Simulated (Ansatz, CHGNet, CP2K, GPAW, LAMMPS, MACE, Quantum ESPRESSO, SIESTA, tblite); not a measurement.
# GPAW on glassy 67P2O5-33MgO (mol %) (80 atoms): settings against a plane-wave reference

Aim: run glassy 67P2O5-33MgO (mol %) (80 atoms) in GPAW and see how near its forces come to a plane-wave reference, and at what cost.

Calculated with GPAW 26.7.0; the method is named at each step.

**1. Set-up**

The cell holds 80 atoms: 20 P, 5 Mg and 55 O. Cell: a = 10.514 Å, b = 10.514 Å, c = 10.514 Å, α = 90.0°, β = 90.0°, γ = 90.0°. 80 atoms (20 P, 5 Mg, 55 O) placed at random at 2.32 g/cm³, melted at 4000 K for 10 ps at fixed volume with the Morse and Coulomb pair potential with partial charges (Pedone, Malavasi, Menziani, Cormack and Segre, J. Phys. Chem. B 110, 11780 (2006)). Quenched from 4000 K to 300 K at 25 K/ps and fixed volume, held 5 ps.

The yardstick, on the same geometry:

```
method                                           : Kohn-Sham DFT, PBE, SSSP efficiency 1.3.0 pseudopotentials, plane waves (Quantum ESPRESSO 7.5); sssp-pbe-1.3.0-efficiency, cutoffs 60/480 Ry, Γ point
r.m.s. force component                           : 1.479 eV/Å
longest force                                    : 6.598 eV/Å
pressure                                         : 2.264 GPa
gap (highest filled to lowest empty level) : 1.154 eV
time                                             : 2 min on 4 MPI ranks of Arm Neoverse V2, shared host
CPU time                                         : 7.8 min
```

**2. PBE, LCAO dzp, h 0.18 Å**

Method: Kohn-Sham DFT, PBE, PAW, atomic orbitals (dzp).

The input, run.py:

```python
import numpy as np
from ase.io import read
from gpaw import GPAW, FermiDirac

atoms = read("structure.xyz")
atoms.calc = GPAW(
    mode="lcao",
    basis="dzp",
    h=0.18,
    xc="PBE",
    kpts={"size": (1, 1, 1), "gamma": True},
    occupations=FermiDirac(0.05),
    maxiter=200,
    symmetry={"point_group": False},
    txt="gpaw.txt",
)
energy = atoms.get_potential_energy(force_consistent=True)
forces = atoms.get_forces()
print(f"energy {energy:.6f} eV")
print("forces (eV/A)")
for i, (a, f) in enumerate(zip(atoms, forces)):
    print(f"{i:4d} {a.symbol:2s} {f[0]:10.5f} {f[1]:10.5f} {f[2]:10.5f}")
print(f"Fermi level {atoms.calc.get_fermi_level():.4f} eV")
for k in range(len(atoms.calc.get_ibz_k_points())):
    for s in range(atoms.calc.get_number_of_spins()):
        e = atoms.calc.get_eigenvalues(kpt=k, spin=s)
        n = np.searchsorted(e, atoms.calc.get_fermi_level())
        print(f"k {k} spin {s} levels about the Fermi level:", np.round(e[max(n - 6, 0):n], 4).tolist(), "|", np.round(e[n:n + 6], 4).tolist())
```

The input, structure.xyz:

```xyz
80
Lattice="10.51380 0.00000 0.00000 0.00000 10.51380 0.00000 0.00000 0.00000 10.51380" Properties=species:S:1:pos:R:3 pbc="T T T"
P 0.83259 0.79221 5.96322
P 6.05658 4.80712 0.91302
P 5.56317 3.67279 6.15604
P 0.46092 5.77975 7.26230
P 6.74965 3.06961 8.97900
P 5.48105 10.43968 2.40251
P 4.19185 7.20826 0.60097
P 2.03947 3.84532 2.89908
P 9.73021 3.95456 9.37253
P 2.11212 10.40267 8.60123
P 10.41255 8.97921 10.31425
P 6.21134 0.91449 5.20738
P 5.92558 6.47587 4.93549
P 10.37218 3.58121 5.12001
P 8.97889 5.56432 1.43398
P 3.17874 6.66060 3.44832
P 7.95716 8.42671 8.43385
P 8.66873 9.66586 5.71131
P 10.00767 0.85309 1.71848
P 3.22490 5.65401 8.67935
Mg 2.26352 2.81349 10.20375
Mg 7.94633 8.11466 2.84030
Mg 5.54929 10.35273 9.84744
Mg 4.82678 8.82770 7.22077
Mg 2.46612 0.71178 3.12775
O 6.57533 9.02158 8.58410
O 0.10924 7.17010 7.07379
O 2.94176 2.68459 3.18757
O 1.65540 0.51423 4.79934
O 2.23965 7.61883 4.08903
O 6.17444 3.53958 7.61840
O 3.37093 4.26398 9.28715
O 1.82814 3.91502 1.40244
O 9.11504 8.83727 9.45432
O 4.46447 6.45453 4.27964
O 6.06057 0.68119 3.70874
O 9.98306 9.90137 0.96695
O 9.56262 0.70306 3.11293
O 1.47677 0.41519 7.29595
O 3.66437 7.08146 2.03137
O 5.74779 0.63430 1.12182
O 5.99655 7.70525 5.84893
O 6.86593 6.60309 3.77487
O 3.14678 9.33941 8.21107
O 5.20233 0.15729 6.09716
O 8.73087 7.05245 1.38561
O 10.02344 10.43694 5.94040
O 8.44290 9.03482 7.10743
O 4.55973 8.57852 0.13699
O 8.29675 3.41394 8.96901
O 5.35121 6.16077 0.62294
O 0.26915 2.92431 9.39408
O 0.98188 1.01542 1.78514
O 0.34170 2.27971 5.95386
O 4.04340 10.20890 2.77259
O 6.10368 2.41512 5.48169
[... 20 atom lines left out ...]
O 0.37292 4.79976 6.00611
O 6.30860 9.12829 2.36855
O 9.21724 1.89995 1.00018
O 9.66618 5.19298 2.70835
```

Started as:

```sh
OMP_NUM_THREADS=1 python run.py > output.txt
```

The program printed:

```text
energy -495.260349 eV
forces (eV/A)
   0 P    -2.15100    0.59028   -2.30989
   1 P    -1.80974   -1.03195    2.83771
   2 P    -6.07332    2.88872    1.60842
   3 P     0.32744    0.38006   -0.83339
   4 P     0.36343   -1.17320    1.16411
   5 P     0.91927   -4.28667   -0.54815
   6 P     1.22911    0.75526   -2.67094
   7 P     0.41520   -2.67059   -2.77278
   8 P     0.35855    0.03699    2.28553
   9 P     1.38368   -2.81173    2.48420
  10 P    -0.23583   -1.30194    2.24490
  11 P    -2.43520   -5.16054    1.22228
  12 P     0.92649    3.67340   -1.52895
  13 P    -1.67003    0.19075   -0.10053
  14 P     1.95842    1.40841    3.41129
  15 P    -2.04612    2.28786    3.09900
  16 P     0.60441   -6.11093    2.01705
  17 P     2.08316   -1.80652   -1.07763
  18 P    -1.62418    2.94706    0.67867
  19 P     4.00924   -2.79059   -0.82389
  20 Mg   -0.98971    0.66150    0.70083
  21 Mg   -0.71544   -0.29617   -0.16030
  22 Mg    0.57367   -0.16045    1.03149
  23 Mg    0.75500   -1.12921   -1.00791
[...]
72 O    -0.39713   -0.57149    1.09210
  73 O     1.85589   -2.02299    0.94110
  74 O    -0.05068   -0.02271   -0.10336
  75 O    -0.11700   -1.21521    0.05003
  76 O     2.09868    0.99378   -0.32620
  77 O     0.50633   -0.52907    0.54230
  78 O    -0.88010    0.77953   -2.33766
  79 O     0.06062   -0.90443   -0.27071
Fermi level 4.1743 eV
k 0 spin 0 levels about the Fermi level: [1.5241, 1.8669, 1.978, 2.5624, 3.0752, 3.8084] | [4.5402, 5.3273, 5.6713, 5.78, 6.0445, 6.2668]
```

gpaw.txt:

```text
Input parameters:
  mode=LCAO(),
  basis={'default': 'dzp'},
  h=0.18,
  kpts=MonkhorstPack(size=(1, 1, 1), gamma=True),
  maxiter=200,
  occupations=Occupations(name='fermi-dirac', width=0.05, fixmagmom=False),
  symmetry=Symmetry(point_group=False),
  xc=XC(name='PBE')
Unit cell  # Å
| periodic |         x |         y |         z |   lengths |    angles |
|----------|-----------|-----------|-----------|-----------|-----------|
|      yes | 10.513800 |  0.000000 |  0.000000 | 10.513800 | 90.000000 |
|      yes |  0.000000 | 10.513800 |  0.000000 | 10.513800 | 90.000000 |
|      yes |  0.000000 |  0.000000 | 10.513800 | 10.513800 | 90.000000 |
Number of symmetries: 1
Symmetry operations  # r_c * U_cc + t_c -> r_c
|   | kind |            matrix            |
|---|------|------------------------------|
| 0 |  E   |  1, 0, 0,  0, 1, 0,  0, 0, 1 |
BZ-sampling:
  Number of BZ points: 1
  Number of IBZ points: 1
  Monkhorst-Pack size: [1, 1, 1]
  Monkhorst-Pack shift: [0, 0, 0]
[... lines left out ...]
eigensolver:
density mixing:
  MSR1-Mixer
occupation numbers:
  Fermi-Dirac:
    width: 0.0500  # eV
FastPoissonSolver using
    Stencil: 6*3+1=19 point O(h^6) finite-difference Laplacian
xc functional:
  name: PBE with 2 nearest neighbor stencil
interpolation: tri-quintic # 5. degree polynomial
Initialization done in: 7.910 s
convergence criteria:
- Maximum [total energy] change in last 3 cyles: 0.0005 eV / valence electron
- Maximum integral of absolute [dens]ity change: 0.0001 electrons / valence electron
- Maximum integral of absolute [eigenst]ate change: 4e-08 eV^2 / valence electron
maximum number of iterations: 200
SCF iterations
|iter     |      energy | eigst |  dens |
|---------|-------------|-------|-------|
|iter:   1| -559.649581 |      c|       |
|iter:   2| -543.820685 |      c| -0.83 |
|iter:   3| -495.372544 |      c| -0.88 |
|iter:   4| -495.284623 |      c| -1.50 |
|iter:   5| -495.310279c|      c| -1.82 |
|iter:   6| -495.260857c|      c| -2.20 |
|iter:   7| -495.260272c|      c| -2.89 |
|iter:   8| -495.259825c|      c| -3.27 |
|iter:   9| -495.259795c|      c| -3.88 |
|iter:  10| -495.259797c|      c| -4.25c|
Converged in 10 steps
SCF loop duration: 59.732 s (5.973 s/step)
Energy contributions relative to reference atoms: (reference = -325553.374180)
Energy contributions:
  Kinetic:         502.573852
  Coulomb:        -366.438268
  Zero:              4.173018
  External:          0.000000
  Xc:             -635.567848
  Entropy:          -0.001103
  Spinorbit:         0.000000
  ----------------------------
  Free energy:    -495.260349
  Extrapolated:   -495.259797
dipole moment: (3.127165, 30.001864, -28.281556)  # |e|*Ang
Fermi level: 4.174
Eigenvalues  # (at kpt = [0.000, 0.000, 0.000])
| band index |      eig [eV] | occ [0-2] |
|------------|---------------|-----------|
|          0 |       -74.131 |     2.000 |
|        ... |               |           |
|        232 |         1.442 |     2.000 |
|        233 |         1.493 |     2.000 |
[...]
|        247 |         6.747 |     0.000 |
|        ... |               |           |
|        291 |        10.364 |     0.000 |
Gap: 0.732 eV
Transition (v -> c):
  (s=0, k=0, n=239, [0.00, 0.00, 0.00]) -> (s=0, k=0, n=240, [0.00, 0.00, 0.00])
No difference between direct/indirect transitions
Force computation time: 11.999  # s
timing:  # [seconds]
  Total:  79.664  # ━━━━━━━━━━━━━━━━━━━━━━━━━━━━━━━━━━━━━━━━━━━━━━━━━━━━━━━━━
  Init:    7.909  # ━━━━━╸
  SCF:    59.732  # ━━━━━━━━━━━━━━━━━━━━━━━━━━━━━━━━━━━━━━━━━━╸
  Forces: 11.999  # ━━━━━━━━╸
```

Wall time 81 s (1 thread of Arm Neoverse V2, shared host); peak memory 1.4 GiB.

Banners, paths, timers and routine set-up lines are dropped from the logs unmarked, and long logs keep their key lines alone; longer cuts are marked.

Numbers from this run, and their distance from the reference:

```
r.m.s. force component                           : 1.695 eV/Å
r.m.s. difference of force components            : 492.1 meV/Å
longest difference of force vectors              : 1566 meV/Å
force difference over r.m.s. force               : 33.28 %
slope of forces against the reference's          : 1.102
correlation of force components                  : 0.961
gap (highest filled to lowest empty level) : 0.7318 eV
gap difference                                   : -0.4219 eV
```

This run lies far from the reference in forces at the same functional. Basis and potentials both differ; the latter hold 480 valence electrons against the reference's 440.

Length of the force difference by element (eV/Å):

```
element  atoms  mean  most
     Mg      5  0.16  0.25
      O     55  0.90   1.6
      P     20  0.32  0.66
```

Levels nearest the highest filled one (eV from it): -2.28, -1.94, -1.83, -1.25, -0.73, 0.00, 0.73, 1.52, 1.86, 1.97, 2.24, 2.46.

A closer look about P3, which bears the longest force: 9 atoms, nearest first, numbered in the order of the input, with positions taken from that point.

```
atom      x      y      z  distance (Å)  bonds     Fx     Fy  Fz (eV/Å)
  P3   0.00   0.00   0.00          0.00      4  -6.07   2.89       1.61
 O64  -1.50  -0.04   0.05          1.50      1   0.46  -0.32      -0.17
 O56   0.54  -1.26  -0.67          1.53      2   3.19  -0.17      -2.12
 O74   0.49   1.36  -0.61          1.57      2   1.86  -2.02       0.94
 O31   0.61  -0.13   1.46          1.59      2   0.92   1.30      -0.08
 P12   0.65  -2.76  -0.95          2.99      4  -2.44  -5.16       1.22
 P13   0.36   2.80  -1.22          3.08      4   0.93   3.67      -1.53
  P5   1.19  -0.60   2.82          3.12      4   0.36  -1.17       1.16
 O65  -1.22   2.44   1.65          3.19      1   0.84   1.23      -1.57
```

Atoms are counted from 1 here, from 0 in the log.

Forces lie 33 % from the reference's, at 0.17 times its CPU time (on 1 against 4 cores).

The difference per atom is largest on O (0.90 eV/Å on average, against 0.32 on P).

**3. PBE, LCAO dzp, h 0.28 Å**

Method: Kohn-Sham DFT, PBE, PAW, atomic orbitals (dzp).

Edit run.py of step 2 so:

```diff
@@ -8,3 +8,3 @@
     basis="dzp",
-    h=0.18,
+    h=0.28,
     xc="PBE",
```

structure.xyz is that of step 2.

The program printed:

```text
energy -421.077344 eV
forces (eV/A)
   0 P    -2.16858    0.71204   -2.11719
   1 P    -1.82409   -0.93563    2.80091
   2 P    -6.25705    2.87585    1.73511
   3 P     0.25327    0.23193   -0.71574
   4 P     0.31161   -1.10213    0.98648
   5 P     0.74128   -4.31639   -0.73362
[...]
77 O     2.70741   -3.73382   -1.68964
  78 O     0.60542    0.54993   -3.88340
  79 O    -1.60696    2.42658   -3.41296
Fermi level 4.1944 eV
k 0 spin 0 levels about the Fermi level: [1.5332, 1.9084, 1.9861, 2.5769, 3.0839, 3.8025] | [4.5863, 5.3854, 5.7246, 5.8105, 6.0844, 6.3183]
```

gpaw.txt:

```text
Input parameters:
  mode=LCAO(),
  basis={'default': 'dzp'},
  h=0.28,
  kpts=MonkhorstPack(size=(1, 1, 1), gamma=True),
  maxiter=200,
  occupations=Occupations(name='fermi-dirac', width=0.05, fixmagmom=False),
[... lines left out ...]
  Fermi-Dirac:
[... lines left out ...]
convergence criteria:
- Maximum [total energy] change in last 3 cyles: 0.0005 eV / valence electron
[... lines left out ...]
Converged in 10 steps
[... lines left out ...]
  Free energy:    -421.077344
[... lines left out ...]
Fermi level: 4.194
[... lines left out ...]
|        ... |               |           |
|        291 |        10.408 |     0.000 |
Gap: 0.784 eV
Transition (v -> c):
  (s=0, k=0, n=239, [0.00, 0.00, 0.00]) -> (s=0, k=0, n=240, [0.00, 0.00, 0.00])
No difference between direct/indirect transitions
Force computation time: 4.988  # s
timing:  # [seconds]
  Total:  35.985  # ━━━━━━━━━━━━━━━━━━━━━━━━━━━━━━━━━━━━━━━━━━━━━━━━━━━━━━━━━
  Init:    4.818  # ━━━━━━━╸
  SCF:    26.154  # ━━━━━━━━━━━━━━━━━━━━━━━━━━━━━━━━━━━━━━━━━╸
  Forces:  4.988  # ━━━━━━━━
```

The job ended after 37 s (1 thread; peak memory 0.47 GiB).

Compared with the plane-wave run:

```yaml
r_m_s_force_component: 2.639 eV/Å
r_m_s_difference_of_force_components: 2135 meV/Å
longest_difference_of_force_vectors: 6272 meV/Å
force_difference_over_r_m_s_force: 144.4 %
slope_of_forces_against_the_reference_s: 1.05
correlation_of_force_components: 0.5895
spacing_of_highest_filled_and_lowest_empty_level: 0.7838 eV
gap_difference: -0.3699 eV
energy_less_the_same_level_run_s: 927.3 meV/atom
r_m_s_force_difference_from_the_same_level_run: 2125 meV/Å
```

This is a coarse setting, run to see what it loses.

Against the first run (33 %), the force difference from the reference is 144 %, at 0.46 times the CPU time: the grid matters here.

The difference per atom is largest on O (4.3 eV/Å on average, against 0.34 on P). The forces add up to 46 eV/Å instead of zero, usually a sign of too coarse a grid.

**4. PBE, LCAO sz(dzp), h 0.18 Å**

Method: Kohn-Sham DFT, PBE, PAW, atomic orbitals (sz(dzp)).

Edit run.py of step 3 so:

```diff
@@ -7,4 +7,4 @@
     mode="lcao",
-    basis="dzp",
-    h=0.28,
+    basis="sz(dzp)",
+    h=0.18,
     xc="PBE",
```

structure.xyz is that of step 3.

The program printed:

```text
energy -272.602144 eV
forces (eV/A)
   0 P    -3.25350    0.61082    0.13552
   1 P    -0.56176   -0.74076    0.25830
   2 P    -2.36327    3.87699    1.28106
   3 P     1.16782   -2.03257   -1.64854
   4 P     0.42062    0.33960    0.94003
   5 P     1.44175   -2.90655    0.69450
   6 P     0.24629    0.44617   -1.61916
   7 P    -1.48822   -0.81168   -0.96703
   8 P    -1.93667    0.95781    2.53012
   9 P    -0.24705   -3.26037    1.70592
  10 P    -1.74978    0.21797    1.64261
  11 P    -0.36341   -3.37999    0.96124
[...]
75 O     1.23904   -1.29593   -0.19381
  76 O     2.97436    1.01149   -0.79689
  77 O     3.95477   -5.42988    0.54083
  78 O    -4.89484    6.38111   -5.74918
  79 O     3.84132   -2.79238    6.70354
Fermi level 4.6436 eV
k 0 spin 0 levels about the Fermi level: [2.9273, 3.1613, 3.2402, 3.5948, 4.106, 4.5406] | [4.7466, 5.6701, 5.7775, 6.2287, 6.4687, 6.8078]
```

gpaw.txt:

```text
Input parameters:
  mode=LCAO(),
  basis={'default': 'sz(dzp)'},
  h=0.18,
  kpts=MonkhorstPack(size=(1, 1, 1), gamma=True),
  maxiter=200,
  occupations=Occupations(name='fermi-dirac', width=0.05, fixmagmom=False),
  symmetry=Symmetry(point_group=False),
  xc=XC(name='PBE')
[... lines left out ...]
  Fermi-Dirac:
[... lines left out ...]
convergence criteria:
- Maximum [total energy] change in last 3 cyles: 0.0005 eV / valence electron
[... lines left out ...]
Converged in 20 steps
[... lines left out ...]
  Free energy:    -272.602144
[... lines left out ...]
Fermi level: 4.644
[... lines left out ...]
|          0 |       -73.280 |     2.000 |
|        ... |               |           |
|        232 |         2.806 |     2.000 |
|        233 |         2.852 |     2.000 |
[...]
|        247 |         7.223 |     0.000 |
|        ... |               |           |
|        291 |        12.356 |     0.000 |
Gap: 0.206 eV
Transition (v -> c):
  (s=0, k=0, n=239, [0.00, 0.00, 0.00]) -> (s=0, k=0, n=240, [0.00, 0.00, 0.00])
No difference between direct/indirect transitions
Force computation time: 3.415  # s
timing:  # [seconds]
  Total:  57.117  # ━━━━━━━━━━━━━━━━━━━━━━━━━━━━━━━━━━━━━━━━━━━━━━━━━━━━━━━━━
  Init:    5.985  # ━━━━━━
  SCF:    47.696  # ━━━━━━━━━━━━━━━━━━━━━━━━━━━━━━━━━━━━━━━━━━━━━━━╸
  Forces:  3.415  # ━━━╸
```

It took 58 s on 1 thread; peak memory 1.1 GiB.

Against the reference:

- r.m.s. force component: 3.563 eV/Å
- r.m.s. difference of force components: 3207 meV/Å
- longest difference of force vectors: 10460 meV/Å
- force difference over r.m.s. force: 216.9 %
- slope of forces against the reference's: 1.05
- correlation of force components: 0.436
- gap (highest filled to lowest empty level): 0.206 eV
- gap difference: -0.9477 eV

This is a coarse setting, run to see what it loses.

Against the first run (33 %), the force difference from the reference is 217 %, at 0.72 times the CPU time (20 SCF steps against 10), with 340 basis functions against 1070: the smaller basis costs accuracy.

**5. The ladder**

Differences are against the plane-wave reference, forces as r.m.s. over components; share is that over the reference's r.m.s. force, slope the least-squares factor from reference forces to these. Total energies of different programs have different zeros and aren't compared.

```
                                      run  Δ force, r.m.s. (meV/Å)  share (%)  slope  Δ gap (eV)  cores  CPU time  memory (GiB)
                                reference                        -          -      -           -      4   7.8 min           3.5
             GPAW PBE, LCAO dzp, h 0.18 Å                      492       33.3  1.102      -0.422      1      81 s           1.4
    GPAW PBE, LCAO dzp, h 0.28 Å (coarse)                     2135        144  1.050      -0.370      1      37 s          0.47
GPAW PBE, LCAO sz(dzp), h 0.18 Å (coarse)                     3207        217  1.050      -0.948      1      58 s           1.1
```

Rows marked coarse were listed beforehand as settings not expected to be converged; some can still land near the reference.

CPU time is summed over cores on a shared host, where runs went side by side, so it is rough. Symmetry, cutoffs, thresholds, outputs and thread counts weren't matched or tuned between programs; memory under MPI is the largest rank's times the ranks.

Within one program, basis, potentials and functional, energies share a zero. Each run against its twin at the usual cutoff or grid and solver:

| run | twin | Δ energy (meV/atom) | Δ force, r.m.s. (meV/Å) | CPU time over the twin's |
| --- | --- | --- | --- | --- |
| GPAW PBE, LCAO dzp, h 0.28 Å | LCAO dzp, h 0.18 Å | 927 | 2125 | 0.46 |

**6. Summary of results**

```
nearest in forces : GPAW PBE, LCAO dzp, h 0.18 Å, 33 %
its CPU time      : 81 s
```

The PBE run in local orbitals, coarse settings apart, differs by 33 % (GPAW PBE, LCAO dzp, h 0.18 Å); basis, grid and potentials can all enter. Runs with settings chosen to be coarse differ by 144 % (GPAW PBE, LCAO dzp, h 0.28 Å) to 217 % (GPAW PBE, LCAO sz(dzp), h 0.18 Å), their programs' other errors included. Of the electronic-structure runs that take under half the reference's CPU time, GPAW PBE, LCAO dzp, h 0.18 Å comes nearest, at 33 % in 81 s against 7.8 min. GPAW PBE, LCAO dzp, h 0.18 Å stiffens the forces by a factor of 1.10 while following their directions (correlation 0.961); the difference isn't even, but is largest on one element. At the same functional, gaps differ from the reference's 1.15 eV by between -0.95 and -0.37 eV. The potentials hold different valence shells: 440 electrons in the reference, 480 in GPAW; this bears on time and differences. In our tests on small cells the SSSP efficiency potentials stood apart from two norm-conserving sets, for C–F bonds most and for P–O bonds less, so differences between them and other runs here needn't be the other run's error. The quench rate of 25 K/ps is many orders above laboratory rates, so the cell is likely richer in defects and strain than a real sample. The network of bonds at the start is that of the classical potential that made the cell, and needn't be the one that DFT or experiment would give. The electronic-structure runs sample only Γ, in a cell whose shortest periodic width is 11 Å.

[Also dropped from logs without a mark: logging warnings of Python, and SIESTA's first energy breakdown and zero terms.]

[Logs are printed without paths, hosts, clocks, repeated set-up lines and the standing remarks that a program may print on its own settings, such as how far it seeks lower states.]

[Hosts, paths, dates, database ids (printed as entryN), source tags and the programs' standing remarks are cut or masked in the printed files.]
